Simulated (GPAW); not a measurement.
# Screening of a field by 1T-PtS2 monolayer, part 2 of 2

How does 1T-PtS2 monolayer screen a perpendicular field?

GPAW 26.7.0; GPAW, PAW setups; layer in a repeated cell with vacuum, relaxation of atoms and in-plane cell (the session's first sound run).

So far, dipole along the normal (e·Å): step 2 (relaxation) -1.2e-4; step 3 (plane waves, PBE) -2.0e-4; step 4 (In a field) -0.0542.

## Step 5: In a field

Level of this step: GPAW, PAW setups; slab in vacuum (GPAW).

Contents of run.py:

```python
import json
import numpy as np
from ase import Atoms
from gpaw import GPAW, PW
from gpaw.external import ConstantElectricField

slab = Atoms(
    ['S', 'Pt', 'S'],
    positions=[
        [1.78665, 1.03152, 9.00000],
        [-0.00000, 0.00000, 10.23304],
        [-0.00000, 2.06305, 11.46608]],
    cell=[[3.5733, 0.0, 0.0], [-1.78665, 3.09457, 0.0], [0.0, 0.0, 20.4661]],
    pbc=[True, True, False])

slab.calc = GPAW(mode=PW(400), xc='PBE', kpts={'size': (9, 9, 1), 'gamma': True},
                 occupations={'name': 'fermi-dirac', 'width': 0.05}, nbands='160%',
                 convergence={'density': 1e-05}, maxiter=200,
                 poissonsolver={'dipolelayer': 'xy'},
                 external=ConstantElectricField(-0.1, [0, 0, 1]),
                 symmetry={'tolerance': 1e-3}, txt='slab.txt')
result = {}
energy = slab.get_potential_energy()
fermi = slab.calc.get_fermi_level()
v = slab.calc.get_electrostatic_potential().mean((0, 1)) - fermi
n = slab.calc.get_pseudo_density().mean((0, 1))
L = slab.cell[2, 2]
z = np.arange(len(v)) * L / len(v)
low, high = slab.positions[:, 2].min(), slab.positions[:, 2].max()
below, above = np.interp([low - 6.8, high + 6.8], z, v)
slopes = [np.interp(x, z, np.gradient(v, z)) for x in (low - 6.8, high + 6.8)]
eps = np.array([[slab.calc.get_eigenvalues(k, s) for k in range(len(slab.calc.get_ibz_k_points()))]
                for s in range(slab.calc.get_number_of_spins())]) - fermi
top, bottom = eps[eps < 0].max(), eps[eps > 0].min()
dipole = slab.get_dipole_moment()[2]
print(f'energy {energy:.4f} eV, Fermi level {fermi:.4f} eV, dipole {dipole:.5f} e A')
print(f'potential 6.8 A off the faces, from the Fermi level: lower {below:.4f} eV, upper {above:.4f} eV')
print(f'slope of the potential there: lower {slopes[0]:.5f}, upper {slopes[1]:.5f} eV/A')
print(f'nearest levels on the mesh: {top:.4f} and {bottom:.4f} eV')
print('magnetic moment', round(slab.get_magnetic_moment(), 3))
result.update(energy=energy, fermi=fermi, dipole=dipole, below=below, above=above, slopes=slopes, edges=[top, bottom],
              z=z.tolist(), v=v.tolist(), n=n.tolist(), positions=slab.positions.tolist(),
              forces=slab.get_forces(apply_constraint=False).tolist(), moments=slab.get_magnetic_moments().tolist())
json.dump(result, open('result.json', 'w'))
```

Started as:

```
> OMP_NUM_THREADS=1 OPENBLAS_NUM_THREADS=1 python run.py
```

The program printed:

```text
energy -15.6434 eV, Fermi level -2.3614 eV, dipole -0.02708 e A
potential 6.8 A off the faces, from the Fermi level: lower 5.2612 eV, upper 5.7044 eV
slope of the potential there: lower -0.00002, upper 0.00003 eV/A
nearest levels on the mesh: -0.9205 and 0.8671 eV
magnetic moment 0.0
```

Elapsed: 2 min, on 1 thread of Arm Neoverse V1, shared host; peak memory 0.27 GiB.

Numbers from this step:

* dipole along the normal: -0.02708 e·Å
* levels nearest the Fermi level on the mesh: -0.9205, 0.8671 eV from the Fermi level
* potential below the slab, the applied field's own ramp left out: 5.261 eV from the Fermi level
* potential above the slab, the applied field's own ramp left out: 5.704 eV from the Fermi level

Electrostatic potential energy of an electron (without an applied field's), less the Fermi level, planar mean against z:

z (Å), electrostatic potential energy of an electron (without an applied field's), less the Fermi level, planar mean (eV) and a bar from the least value:
```
        0        5.5 ##############################
        1        5.3 #############################
        2        5.3 #############################
        3        5.3 #############################
        4        5.3 #############################
        5        5.3 #############################
        6        5.3 #############################
        7        5.2 #############################
        8        3.4 ###########################
        9      -14.9 
       10      -14.2 #
       11       -8.8 #########
       12       -1.9 ###################
       13        5.3 #############################
       14        5.7 ##############################
       15        5.7 ##############################
       16        5.7 ##############################
       17        5.7 ##############################
       18        5.7 ##############################
       19        5.7 ##############################
       20        5.7 ##############################
```

The dipole is now -0.0271 e Å, against -2.0e-4 in the run without a field.

## Step 6: Field on

Changes to run.py since step 5:

```diff
@@ -19,3 +19,3 @@
                  poissonsolver={'dipolelayer': 'xy'},
-                 external=ConstantElectricField(-0.1, [0, 0, 1]),
+                 external=ConstantElectricField(-0.05, [0, 0, 1]),
                  symmetry={'tolerance': 1e-3}, txt='slab.txt')
```

The program printed:

```text
energy -15.6424 eV, Fermi level -2.3621 eV, dipole -0.01354 e A
potential 6.8 A off the faces, from the Fermi level: lower 5.3725 eV, upper 5.5941 eV
slope of the potential there: lower -0.00002, upper 0.00003 eV/A
nearest levels on the mesh: -0.9196 and 0.8682 eV
magnetic moment 0.0
```

The job ended after 1.8 min (1 thread; peak memory 0.27 GiB).

## Step 7: In a field

Changes to run.py since step 6:

```diff
@@ -19,3 +19,3 @@
                  poissonsolver={'dipolelayer': 'xy'},
-                 external=ConstantElectricField(-0.05, [0, 0, 1]),
+                 external=ConstantElectricField(0.05, [0, 0, 1]),
                  symmetry={'tolerance': 1e-3}, txt='slab.txt')
```

The program printed:

```text
energy -15.6424 eV, Fermi level -2.3621 eV, dipole 0.01354 e A
potential 6.8 A off the faces, from the Fermi level: lower 5.5941 eV, upper 5.3725 eV
slope of the potential there: lower -0.00003, upper 0.00002 eV/A
nearest levels on the mesh: -0.9196 and 0.8682 eV
magnetic moment 0.0
```

The job ended after 1.8 min (1 thread; peak memory 0.27 GiB).

## Step 8: Field on

Changes to run.py since step 7:

```diff
@@ -19,3 +19,3 @@
                  poissonsolver={'dipolelayer': 'xy'},
-                 external=ConstantElectricField(0.05, [0, 0, 1]),
+                 external=ConstantElectricField(0.1, [0, 0, 1]),
                  symmetry={'tolerance': 1e-3}, txt='slab.txt')
```

The program printed:

```text
energy -15.6434 eV, Fermi level -2.3614 eV, dipole 0.02708 e A
potential 6.8 A off the faces, from the Fermi level: lower 5.7043 eV, upper 5.2612 eV
slope of the potential there: lower -0.00003, upper 0.00002 eV/A
nearest levels on the mesh: -0.9205 and 0.8671 eV
magnetic moment 0.0
```

The job ended after 1.9 min (1 thread; peak memory 0.27 GiB).

Table of electrostatic potential energy of an electron (without an applied field's), less the Fermi level, planar mean by z:

z (Å), electrostatic potential energy of an electron (without an applied field's), less the Fermi level, planar mean (eV) and a bar from the least value:
```
        0        5.5 ##############################
        1        5.7 ##############################
        2        5.7 ##############################
        3        5.7 ##############################
        4        5.7 ##############################
        5        5.7 ##############################
        6        5.7 ##############################
        7        5.6 ##############################
        8        3.8 ###########################
        9      -14.7 
       10      -14.2 #
       11       -9.0 ########
       12       -2.3 ##################
       13        4.9 #############################
       14        5.2 #############################
       15        5.3 #############################
       16        5.3 #############################
       17        5.3 #############################
       18        5.3 #############################
       19        5.3 #############################
       20        5.3 #############################
```

The dipole is now 0.0271 e Å, against -2.0e-4 in the run without a field.

## Step 9: Field on

Changes to run.py since step 8:

```diff
@@ -19,3 +19,3 @@
                  poissonsolver={'dipolelayer': 'xy'},
-                 external=ConstantElectricField(0.1, [0, 0, 1]),
+                 external=ConstantElectricField(0.2, [0, 0, 1]),
                  symmetry={'tolerance': 1e-3}, txt='slab.txt')
```

The program printed:

```text
energy -15.6474 eV, Fermi level -2.3628 eV, dipole 0.05418 e A
potential 6.8 A off the faces, from the Fermi level: lower 5.9280 eV, upper 5.0414 eV
slope of the potential there: lower -0.00003, upper 0.00002 eV/A
nearest levels on the mesh: -0.9200 and 0.8669 eV
magnetic moment 0.0
```

Wall time 1.9 min (1 thread); peak memory 0.27 GiB.

The electrostatic potential energy of an electron (without an applied field's), less the Fermi level, planar mean by z:

```
z (Å)  electrostatic potential energy of an electron (without an applied field's), less the Fermi level, planar mean (eV)
  0.0                                                                                                                5.48
  0.5                                                                                                                5.93
  1.0                                                                                                                5.93
  1.5                                                                                                                5.93
  2.0                                                                                                                5.93
  2.5                                                                                                                5.93
  3.0                                                                                                                5.93
  3.5                                                                                                                5.93
  4.0                                                                                                                5.93
  4.5                                                                                                                5.93
  5.0                                                                                                                5.93
  5.5                                                                                                                5.93
  6.0                                                                                                                5.92
  6.5                                                                                                                5.90
  7.0                                                                                                                5.83
  7.5                                                                                                                5.50
  8.0                                                                                                                4.00
  8.5                                                                                                               -2.49
  9.0                                                                                                               -14.5
  9.5                                                                                                               -8.54
 10.0                                                                                                               -14.1
 10.5                                                                                                               -13.7
 11.0                                                                                                               -9.05
 11.5                                                                                                               -14.9
 12.0                                                                                                               -2.42
 12.5                                                                                                                3.40
 13.0                                                                                                                4.70
 13.5                                                                                                                4.97
 14.0                                                                                                                5.03
 14.5                                                                                                                5.04
 15.0                                                                                                                5.04
 15.5                                                                                                                5.04
 16.0                                                                                                                5.04
 16.5                                                                                                                5.04
 17.0                                                                                                                5.04
 17.5                                                                                                                5.04
 18.0                                                                                                                5.04
 18.5                                                                                                                5.04
 19.0                                                                                                                5.04
 19.5                                                                                                                5.04
 20.0                                                                                                                5.04
```

The dipole is now 0.0542 e Å, against -2.0e-4 in the run without a field.

## Step 10: Field on

Changes to run.py since step 9:

```diff
@@ -19,3 +19,3 @@
                  poissonsolver={'dipolelayer': 'xy'},
-                 external=ConstantElectricField(0.2, [0, 0, 1]),
+                 external=ConstantElectricField(0.3, [0, 0, 1]),
                  symmetry={'tolerance': 1e-3}, txt='slab.txt')
```

The program printed:

```text
energy -15.6542 eV, Fermi level -2.3647 eV, dipole 0.08129 e A
potential 6.8 A off the faces, from the Fermi level: lower 6.1526 eV, upper 4.8224 eV
slope of the potential there: lower -0.00003, upper 0.00002 eV/A
nearest levels on the mesh: -0.9195 and 0.8662 eV
magnetic moment 0.0
```

Elapsed: 1.9 min, on 1 thread; peak memory 0.28 GiB.

The dipole is now 0.0813 e Å, against -2.0e-4 in the run without a field.

## Step 11: The series

The members are put on one axis.

This step: induced dipole against applied field (GPAW 26.7.0).

Table of dipole along the normal by field:

```
field (V/Å)  dipole along the normal (e·Å)
     -0.200                        -0.0542
     -0.100                        -0.0271
     -0.050                        -0.0135
      0.000                        -2.0e-4
      0.050                         0.0135
      0.100                         0.0271
      0.200                         0.0542
      0.300                         0.0813
```

## Step 12: Results

```json
{
  "work function, both faces (Fermi level placed in the gap by the smearing)": "5.48 eV",
  "ionisation energy from the upper face (highest filled level on the mesh)": "6.40 eV",
  "electron affinity from the upper face (lowest empty Kohn-Sham level on the mesh)": "4.62 eV",
  "dipole along the normal": "-2.0e-4 e Å",
  "induced dipole per field": "0.271 e Å per V/Å",
  "out-of-plane polarisability per area, α/(ε0 A)": "4.43 Å"
}
```

The field induces 0.271 e Å per V/Å, a polarisable thickness α/(ε0 A) of 4.43 Å beside 2.47 Å between the outermost nuclei. A perfect conductor would give the distance between its two image planes; a dielectric of thickness t gives t(1 - 1/ε). The levels nearest the Fermi level on the mesh lie 1.79 eV apart, so the slab is gapped there: the smearing puts the Fermi level inside the gap, and from either face the ionisation energy is the work function plus 0.92 eV. Both are Kohn-Sham levels on the mesh, and semilocal gaps are too small, so the affinity tends to come out too large and the ionisation energy too small. The induced dipole is linear in the field over this range. With elements this heavy, spin-orbit coupling can move band edges by tenths of an eV. The layer's cell and atoms come from the relaxation; spin-orbit coupling and temperature are left out.

[Logs are printed without paths, hosts, clocks, repeated set-up lines and the standing remarks that a program may print on its own settings, such as how far it seeks lower states.]

[Hosts, paths, dates, database ids (printed as entryN), source tags and the programs' standing remarks are cut or masked in the printed files.]
